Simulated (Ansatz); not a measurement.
# YCrB4 (Pbam): spin-orbit coupling beyond the local functionals

Wanted: gaps of YCrB4 (Pbam) with and without spin-orbit coupling, with cost.

Calculated with Ansatz 0.2.0; density functionals with and without spin-orbit coupling, plane waves, PAW.

**Experimental background.**

- Gap 200 meV: band gap from B K-edge XAS/XES; X-ray absorption and emission spectroscopy; 300 K; bulk crystal (arc-melted crystal) (“Electronic topological transition of 2D boron by the ion exchange reaction”, 2022, arxiv:2205.05259).

Report form: the programs' logs are mostly left out.

## Step 1: Starting point

Symmetry: Pbam, No. 55, orthorhombic system. The conventional cell has a = 5.972 Å, b = 11.460 Å, c = 3.461 Å, α = 90.00°, β = 90.00°, γ = 90.00°. Y has 14 B at 2.62 to 2.76 Å nearest. Nearest to Cr lie 10 B at 2.25 to 2.33 Å and 1 Cr at 2.30 Å. B has 3 B at 1.80 to 1.86 Å and 2 Cr at 2.31 Å and 4 Y at 2.72 to 2.74 Å nearest. B has 3 B at 1.74 to 1.86 Å and 2 Cr at 2.33 Å and 4 Y at 2.66 to 2.76 Å nearest. B has 3 B at 1.71 to 1.74 Å and 4 Cr at 2.25 Å and 2 Y at 2.62 Å nearest. Nearest to B lie 3 B at 1.74 to 1.82 Å and 2 Cr at 2.31 Å and 4 Y at 2.70 to 2.72 Å. Farther neighbours are not listed.

Geometry: measured cell, ions relaxed with LDA. The runs that relaxed it are not among those shown. The default PAW set here is soft_2. Its files were made with PBE.

## Step 2: HSE06, 2×2×4 mesh

This step: DFT, HSE06, plane waves, PAW.

File input.yaml:

```yaml
crystal:
  lattice:
    - [5.972, 0.0, 0.0]
    - [0.0, 11.46, 0.0]
    - [0.0, 0.0, 3.461]
  atoms:
    - { symbol: "Y", position: [0.1241200582, 0.1503666462, 0.0] }
    - { symbol: "Y", position: [0.8758799418, 0.8496333538, 0.0] }
    - { symbol: "Y", position: [0.6241200582, 0.3496333538, 0.0] }
    - { symbol: "Y", position: [0.3758799418, 0.6503666462, 0.0] }
    - { symbol: Cr, position: [0.1201299701, 0.4217788391, 0.0] }
    - { symbol: Cr, position: [0.8798700299, 0.5782211609, 0.0] }
    - { symbol: Cr, position: [0.6201299701, 0.0782211609, 0.0] }
    - { symbol: Cr, position: [0.3798700299, 0.9217788391, 0.0] }
    - { symbol: B, position: [0.2788787008, 0.3166664432, 0.5] }
    - { symbol: B, position: [0.7211212992, 0.6833335568, 0.5] }
    - { symbol: B, position: [0.7788787008, 0.1833335568, 0.5] }
    - { symbol: B, position: [0.2211212992, 0.8166664432, 0.5] }
    - { symbol: B, position: [0.4755978654, 0.19122572, 0.5] }
    - { symbol: B, position: [0.5244021346, 0.80877428, 0.5] }
    - { symbol: B, position: [0.9755978654, 0.30877428, 0.5] }
    - { symbol: B, position: [0.0244021346, 0.69122572, 0.5] }
    - { symbol: B, position: [0.3876900757, 0.0465439879, 0.5] }
    - { symbol: B, position: [0.6123099243, 0.9534560121, 0.5] }
    - { symbol: B, position: [0.8876900757, 0.4534560121, 0.5] }
    - { symbol: B, position: [0.1123099243, 0.5465439879, 0.5] }
    - { symbol: B, position: [0.3611603249, 0.4674623973, 0.5] }
    - { symbol: B, position: [0.6388396751, 0.5325376027, 0.5] }
    - { symbol: B, position: [0.8611603249, 0.0325376027, 0.5] }
    - { symbol: B, position: [0.1388396751, 0.9674623973, 0.5] }
kpoints:
  mp_grid: { grid: [2, 2, 4] }
  band_path:
    path:
      - [0.0, 0.0, 0.0]
      - [0.5, 0.0, 0.0]
      - [0.5, 0.5, 0.0]
      - [0.0, 0.5, 0.0]
      - [0.0, 0.0, 0.5]
      - [0.5, 0.0, 0.5]
      - [0.5, 0.5, 0.5]
      - [0.0, 0.5, 0.5]
      - [0.25, 0.0, 0.0]
      - [0.0, 0.0, 0.3333333333]
    npoints: 1
hamiltonian:
  xc: hse06
scf:
  occupations: { method: fixed }
  n_extra_bands: 12
output:
  eigenvalues: true
```

On the command line:

```sh
ansatz run input.yaml --threads 24 --pin off --max-ram 82944MiB --backend cuda --events-out ev --progress --plain --runs-dir out --devices 1 --max-vram 78GiB
```

Run time: 17 s. Hardware: 1 × NVIDIA GB200 (shared by 2 runs) with 24 threads of Arm Neoverse V2, shared host; peak memory 2.2 GiB; 2.9 min of CPU time.

This step gave:

```yaml
gap: 0.5810 eV
valence_top_at: k = (0.250, 0.000, 0.000)
conduction_bottom_at: k = (0.000, 0.000, 0.333)
least_direct_gap: 0.7514 eV
exact_exchange_fraction: 0.25
```

The gap is indirect, with the least direct gap 0.17 eV higher.

## Step 3: HSE06+SOC, 2×2×4 mesh

The many-body steps leave out spin-orbit coupling, so its effect is taken from a two-component run, with twice the bands.

This step: DFT, HSE06 with spin-orbit coupling, plane waves, PAW.

Changes to input.yaml since step 2:

```diff
@@ -48,4 +48,7 @@
 scf:
-  occupations: { method: fixed }
-  n_extra_bands: 12
+  occupations: { method: fermi_dirac, width: 0.02 }
+  n_extra_bands: 24
+magnetization:
+  noncollinear: true
+  spin_orbit: true
 output:
```

Elapsed: 56 s, on 1 × NVIDIA GB200 (shared by 2 runs) with 24 threads; peak memory 5.8 GiB.

Numbers from this step:

```yaml
gap: 0.5790 eV
valence_top_at: k = (0.250, 0.000, 0.000)
conduction_bottom_at: k = (0.000, 0.000, 0.333)
least_direct_gap: 0.7552 eV
exact_exchange_fraction: 0.25
```

The gap is that of HSE06.

## Step 4: Together

Times are wall times on 1 × NVIDIA GB200 (shared by 2 runs) with 24 threads of Arm Neoverse V2, shared host, good to a factor of about two.

```
level  gap (eV)  with coupling (eV)  change (eV)  time  with coupling
HSE06      0.58                0.58       −0.002  17 s           56 s
```

## Step 5: Outcome

```
HSE06     : 0.58 eV
HSE06+SOC : 0.58 eV
```

Spin-orbit coupling changes the gap by −0.002 eV and the least direct gap by +0.004 eV. Against experiment, by HSE06+SOC: the gap of 0.58 eV lies +0.38 eV from the measured 200 meV (electronic, 300 K, 2022). The lattice is static and excitons are left out. The runs have no spin polarisation. For a closed low-spin shell that is the natural state; where a d or f shell is open it is a constraint, and the gap is then not the crystal's own.

[Paths, hosts, dates, memory and timing lines, banners, echoed tables and standing remarks are left out of the program output.]

[Logs are printed without paths, hosts, clocks, repeated set-up lines and the standing remarks that a program may print on its own settings, such as how far it seeks lower states.]

[Runs of the session that timed out or met a known fault of the program may be left out.]

[Cells called generated may have been cut or substituted from an entry of the Crystallography Open Database or the Materials Project.]

[Hosts, paths, dates, database ids (printed as entryN), source tags and the programs' standing remarks are cut or masked in the printed files.]
